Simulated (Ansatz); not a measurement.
## How Pb(110) screens a field

Where does the screening charge of Pb(110) sit?

Program: Ansatz 0.2.0. Level of theory: plane-wave DFT, PBE, Ansatz PAW, in the first sound run; inputs show where later runs differ. Values are calculated unless marked as measured.

The raw output is cut from this account; settings, times and results stay.

**1. The system as given**

The cell holds 6 atoms: 6 Pb. Cell: a = 4.950 Å, b = 3.500 Å, c = 26.750 Å, α = 90.0°, β = 90.0°, γ = 90.0°. Vacuum lies along c.

**2. Atoms held, field 0**

A sawtooth potential applies the field, turning back in the middle of the vacuum. With the dipole correction the typed value is the field outside the slab. The induced dipole is small, so the SCF threshold is tight.

Contents of input.yaml:

```yaml
crystal:
  lattice:
    - [4.95, 0.0, 0.0]
    - [0.0, 3.5001785669, 0.0]
    - [0.0, 0.0, 26.7504464172]
  atoms:
    - { symbol: Pb, position: [0.5, 0.5, 0.3364429834] }
    - { symbol: Pb, position: [0.0, 0.0, 0.40186579] }
    - { symbol: Pb, position: [0.5, 0.5, 0.4672885967] }
    - { symbol: Pb, position: [0.0, 0.0, 0.5327114033] }
    - { symbol: Pb, position: [0.5, 0.5, 0.59813421] }
    - { symbol: Pb, position: [0.0, 0.0, 0.6635570166] }
kpoints:
  mp_grid: { grid: [10, 14, 1] }
hamiltonian:
  xc: pbe
scf:
  occupations: { method: fermi_dirac, width: 0.1 }
  convergence: { dr2_threshold: 1.0e-10 }
efield:
  axis: 3
  dipole_correction: true
  ramp_position: 0.97
  ramp_width: 0.06
  amplitude: 0
output:
  forces: true
  write_potential: true
  write_density: true
  volumetric_format: npy
```

The run is started by

```bash
ansatz run input.yaml --threads 2 --pin off --max-ram 3072MiB --backend cpu --events-out ev --progress --plain --runs-dir out
```

Elapsed: 2 min, on 2 threads of Arm Neoverse N1, shared host; peak memory 1.1 GiB.

This step gave:

```
energy at zero smearing   : -71437.6722 eV
work function, upper face : 3.733 eV
dipole along the normal   : 7.33e-9 e·Å
```

Running mean over 1.75 Å of the planar mean; the ramp of the sawtooth is left out. Electron's electrostatic potential energy less the Fermi level against z:

z (Å), electron's electrostatic potential energy less the Fermi level (eV) and a bar from the least value:
```
        4       3.73 ##############################
        5       3.73 ##############################
        6       3.69 ##############################
        7       3.27 #############################
        8      -0.29 #################
        9      -4.76 ###
       10      -5.43 
       11      -5.47 
       12      -5.55 
       13      -5.56 
       14      -5.56 
       15      -5.53 
       16      -5.45 
       17      -5.39 #
       18      -4.02 #####
       19       1.00 #####################
       20       3.48 #############################
       21       3.71 ##############################
       22       3.73 ##############################
       23       3.73 ##############################
```

Force by atom:

| atom | x (eV/Å) | y (eV/Å) | z (eV/Å) | size |
| --- | --- | --- | --- | --- |
| Pb1 | 0.000 | 0.000 | 0.195 | 0.195 |
| Pb2 | 0.000 | 0.000 | -0.297 | 0.297 |
| Pb3 | 0.000 | 0.000 | -0.059 | 0.059 |
| Pb4 | 0.000 | 0.000 | 0.059 | 0.059 |
| Pb5 | 0.000 | 0.000 | 0.297 | 0.297 |
| Pb6 | 0.000 | 0.000 | -0.195 | 0.195 |

The work function of the upper face is 3.73 eV.

**3. Single point, field 0.05 V/Å**

input.yaml, as its differences from that of step 2:

```diff
@@ -24,3 +24,3 @@
   ramp_width: 0.06
-  amplitude: 0
+  amplitude: 0.05
 output:
```

Run time: 2.5 min. Hardware: 2 threads; peak memory 1.1 GiB; 5.1 min of CPU time.

The dipole is 0.0573 e·Å.

**4. Single point, field -0.05 V/Å**

input.yaml, as its differences from that of step 3:

```diff
@@ -24,3 +24,3 @@
   ramp_width: 0.06
-  amplitude: 0.05
+  amplitude: -0.05
 output:
```

It took 2.6 min on 2 threads; peak memory 1.1 GiB.

The dipole is -0.0573 e·Å.

**5. Atoms held, field 0.1 V/Å**

input.yaml, as its differences from that of step 4:

```diff
@@ -24,3 +24,3 @@
   ramp_width: 0.06
-  amplitude: -0.05
+  amplitude: 0.1
 output:
```

Run time: 2.3 min. Hardware: 2 threads; peak memory 1.1 GiB.

The dipole is 0.115 e·Å.

**6. Atoms held, field -0.1 V/Å**

input.yaml, as its differences from that of step 5:

```diff
@@ -24,3 +24,3 @@
   ramp_width: 0.06
-  amplitude: 0.1
+  amplitude: -0.1
 output:
```

Wall time 2.4 min (2 threads); peak memory 1.1 GiB.

The dipole is -0.115 e·Å.

**7. Atoms held, field 0.2 V/Å**

input.yaml, as its differences from that of step 6:

```diff
@@ -24,3 +24,3 @@
   ramp_width: 0.06
-  amplitude: -0.1
+  amplitude: 0.2
 output:
```

Run time: 2.4 min. Hardware: 2 threads; peak memory 1.1 GiB; 4.7 min of CPU time.

The dipole is 0.229 e·Å.

**8. Atoms held, field -0.2 V/Å**

input.yaml, as its differences from that of step 7:

```diff
@@ -24,3 +24,3 @@
   ramp_width: 0.06
-  amplitude: 0.2
+  amplitude: -0.2
 output:
```

The job ended after 2.4 min (2 threads; peak memory 1.1 GiB; 4.7 min of CPU time).

The dipole is -0.229 e·Å.

**9. Single point, field 0.4 V/Å**

input.yaml, as its differences from that of step 8:

```diff
@@ -24,3 +24,3 @@
   ramp_width: 0.06
-  amplitude: -0.2
+  amplitude: 0.4
 output:
@@ -30 +30,2 @@
   volumetric_format: npy
+  elf: true
```

It took 2.4 min on 2 threads; peak memory 1.1 GiB.

Running mean over 1.75 Å of the planar mean, with the applied field; the ramp of the sawtooth is left out. The electron's electrostatic potential energy less the Fermi level by z:

| z (Å) | electron's electrostatic potential energy less the Fermi level (eV) |
| --- | --- |
| 4 | 2.42 |
| 5 | 2.81 |
| 6 | 3.15 |
| 7 | 3.05 |
| 8 | -0.330 |
| 9 | -4.75 |
| 10 | -5.42 |
| 11 | -5.47 |
| 12 | -5.55 |
| 13 | -5.56 |
| 14 | -5.56 |
| 15 | -5.52 |
| 16 | -5.45 |
| 17 | -5.40 |
| 18 | -4.02 |
| 19 | 1.09 |
| 20 | 3.81 |
| 21 | 4.40 |
| 22 | 4.82 |
| 23 | 5.22 |

The dipole is 0.460 e·Å.

**10. The response**

This step: plane-wave DFT, PBE, Ansatz PAW; screening of a field by a metal slab (Ansatz 0.2.0).

The dipoles give the slope, and the difference of two potentials shows where the field is screened.

This step gave:

```yaml
equivalent_conductor_thickness_p_eps_0ae: 11.97 Å
distance_between_the_outer_atoms: 8.750 Å
inner_field_over_outer_field: 0.006562
image_plane_upper_face: 1.607 Å
induced_electrons_on_the_upper_face_over_eps_0e: -0.9998
image_plane_lower_face: 1.607 Å
induced_electrons_on_the_lower_face_over_eps_0e: 0.9998
```

Dipole of the cell against applied field:

| applied field (V/Å) | dipole of the cell (e·Å) |
| --- | --- |
| -0.200 | -0.229 |
| -0.100 | -0.115 |
| -0.050 | -0.0573 |
| 0.000 | 0 |
| 0.050 | 0.0573 |
| 0.100 | 0.115 |
| 0.200 | 0.229 |
| 0.400 | 0.460 |

Local field over the applied field, running mean. From the potentials at -0.05 and 0.05 V/Å; running mean over 1.75 Å. Local field over applied field against z:

z (Å), local field over applied field and a bar from the least value:
```
      4.5      0.993 ##############################
      5.0      0.984 ##############################
      5.5      0.964 #############################
      6.0      0.921 ############################
      6.5      0.837 #########################
      7.0      0.692 #####################
      7.5      0.490 ###############
      8.0      0.283 #########
      8.5      0.124 ####
      9.0      0.040 ##
      9.5      0.004 #
     10.0     -0.015 
     10.5     -0.025 
     11.0     -0.022 
     11.5     -0.006 #
     12.0      0.007 #
     12.5      0.009 #
     13.0      0.006 #
     13.5      0.006 #
     14.0      0.007 #
     14.5      0.009 #
     15.0      0.001 #
     15.5     -0.015 
     16.0     -0.025 
     16.5     -0.021 
     17.0     -0.007 #
     17.5      0.019 #
     18.0      0.072 ###
     18.5      0.195 ######
     19.0      0.383 ############
     19.5      0.595 ##################
     20.0      0.773 #######################
     20.5      0.886 ###########################
     21.0      0.946 #############################
     21.5      0.975 #############################
     22.0      0.989 ##############################
     22.5      0.995 ##############################
```

Electrons, planar mean, per unit field. The induced electron density by z:

| z (Å) | induced electron density (e/Å³ per V/Å) |
| --- | --- |
| 4.5 | 4.8e-5 |
| 5.0 | 1.1e-4 |
| 5.5 | 2.4e-4 |
| 6.0 | 5.2e-4 |
| 6.5 | 0.00105 |
| 7.0 | 0.00196 |
| 7.5 | 0.00300 |
| 8.0 | 0.00281 |
| 8.5 | 9.5e-4 |
| 9.0 | 2.0e-4 |
| 9.5 | -9.7e-6 |
| 10.0 | 5.3e-4 |
| 10.5 | 6.5e-5 |
| 11.0 | -3.7e-4 |
| 11.5 | -2.6e-4 |
| 12.0 | -1.1e-5 |
| 12.5 | 5.6e-5 |
| 13.0 | 1.0e-4 |
| 13.5 | -5.4e-5 |
| 14.0 | -8.0e-5 |
| 14.5 | -1.5e-5 |
| 15.0 | 1.2e-4 |
| 15.5 | 3.5e-4 |
| 16.0 | 2.3e-4 |
| 16.5 | -4.1e-4 |
| 17.0 | -2.9e-4 |
| 17.5 | -2.8e-5 |
| 18.0 | -5.4e-4 |
| 18.5 | -0.00182 |
| 19.0 | -0.00319 |
| 19.5 | -0.00252 |
| 20.0 | -0.00146 |
| 20.5 | -7.4e-4 |
| 21.0 | -3.6e-4 |
| 21.5 | -1.6e-4 |
| 22.0 | -7.2e-5 |
| 22.5 | -3.1e-5 |

By hand: between -0.05 and 0.05 V/Å the dipole changes by 0.1146 e·Å, a slope of 1.146 e·Å²/V. A perfect conductor of thickness t has p = ε₀AEt, so t = 180.95 × 1.146 / 17.326 = 11.97 Å (e/ε₀ = 180.95 V·Å, A in Å²). Less the 8.75 Å between the outer atoms, and halved, that puts each image plane 1.61 Å out.

The induced dipole is that of a conductor 11.97 Å thick.

**11. A changed input: efield.ramp_width = 0.04**

This step: plane-wave DFT, PBE, Ansatz PAW (Ansatz 0.2.0).

A run with a changed input: it repeats the earlier run at 0.05 V/Å with efield.ramp_width from 0.06 to 0.04.

input.yaml, as its differences from that of step 9:

```diff
@@ -23,4 +23,4 @@
   ramp_position: 0.97
-  ramp_width: 0.06
-  amplitude: 0.4
+  ramp_width: 0.04
+  amplitude: 0.05
 output:
@@ -30,2 +30 @@
   volumetric_format: npy
-  elf: true
```

The job ended after 2.5 min (2 threads; peak memory 1.1 GiB).

Numbers from this step:

* energy at zero smearing: -71437.6736 eV
* dipole along the normal: 0.05731 e·Å

Force by atom:

| atom | x (eV/Å) | y (eV/Å) | z (eV/Å) | size |
| --- | --- | --- | --- | --- |
| Pb1 | 0.000 | 0.000 | 0.195 | 0.195 |
| Pb2 | 0.000 | 0.000 | -0.299 | 0.299 |
| Pb3 | 0.000 | 0.000 | -0.058 | 0.058 |
| Pb4 | 0.000 | 0.000 | 0.060 | 0.060 |
| Pb5 | 0.000 | 0.000 | 0.295 | 0.295 |
| Pb6 | 0.000 | 0.000 | -0.194 | 0.194 |

| quantity | this run | earlier run | difference |
| --- | --- | --- | --- |
| dipole along the normal (e·Å) | 0.05731 | 0.05731 | 2.8e-7 |

The dipole moves by under 0.5 % or 5e-5 e·Å.

**12. The same run with other settings: hamiltonian.xc = "rpbe"**

This step: plane-wave DFT, PBE, Ansatz PAW, but for the change named below (Ansatz 0.2.0).

Another changed input: it repeats the earlier run at 0.05 V/Å with hamiltonian.xc from pbe to rpbe.

input.yaml, as its differences from that of step 11:

```diff
@@ -15,3 +15,3 @@
 hamiltonian:
-  xc: pbe
+  xc: rpbe
 scf:
@@ -23,3 +23,3 @@
   ramp_position: 0.97
-  ramp_width: 0.04
+  ramp_width: 0.06
   amplitude: 0.05
```

Elapsed: 2.3 min, on 2 threads; peak memory 1.1 GiB.

This step gave:

| Item | Value |
| --- | --- |
| energy at zero smearing | -71529.3394 eV |
| dipole along the normal | 0.05745 e·Å |

Force by atom:

| atom | x (eV/Å) | y (eV/Å) | z (eV/Å) | size |
| --- | --- | --- | --- | --- |
| Pb1 | 0.000 | 0.000 | 0.053 | 0.053 |
| Pb2 | 0.000 | 0.000 | -0.329 | 0.329 |
| Pb3 | 0.000 | 0.000 | -0.057 | 0.057 |
| Pb4 | 0.000 | 0.000 | 0.059 | 0.059 |
| Pb5 | 0.000 | 0.000 | 0.325 | 0.325 |
| Pb6 | 0.000 | 0.000 | -0.052 | 0.052 |

| quantity | this run | earlier run | difference |
| --- | --- | --- | --- |
| dipole along the normal (e·Å) | 0.05745 | 0.05731 | 1.5e-4 |

The dipole moves by under 0.5 % or 5e-5 e·Å.

**13. What came out**

```yaml
work_function: 3.73 eV
image_plane_upper_face: 1.61 Å
induced_electrons_on_the_upper_face_over_eps_0e: -1.000
equivalent_conductor_thickness_p_eps_0ae: 12.0 Å
inner_field_over_outer_field: 0.00656
```

In words: The induced charge has its centre 1.61 Å outside the outermost atoms; this is the plane from which a capacitor's gap or an image potential counts. The equivalent conductor thickness exceeds the distance between the outer atoms by 3.22 Å, about the sum of the two image-plane distances. In the middle of the slab the field is screened to under 2 % of its outer value. The atoms are held at bulk positions with the tabulated experimental lattice constant.

[Long decimals in the printed logs are rounded to 6 places.]

[Logs are printed without paths, hosts, clocks, repeated set-up lines and the standing remarks that a program may print on its own settings, such as how far it seeks lower states.]

[Hosts, paths, dates, database ids (printed as entryN), source tags and the programs' standing remarks are cut or masked in the printed files.]

[Maps of the electrostatic potential energy from Ansatz leave out the sawtooth potential of an applied field or a dipole correction, so their vacuum need not be flat; planar profiles and work functions include it.]
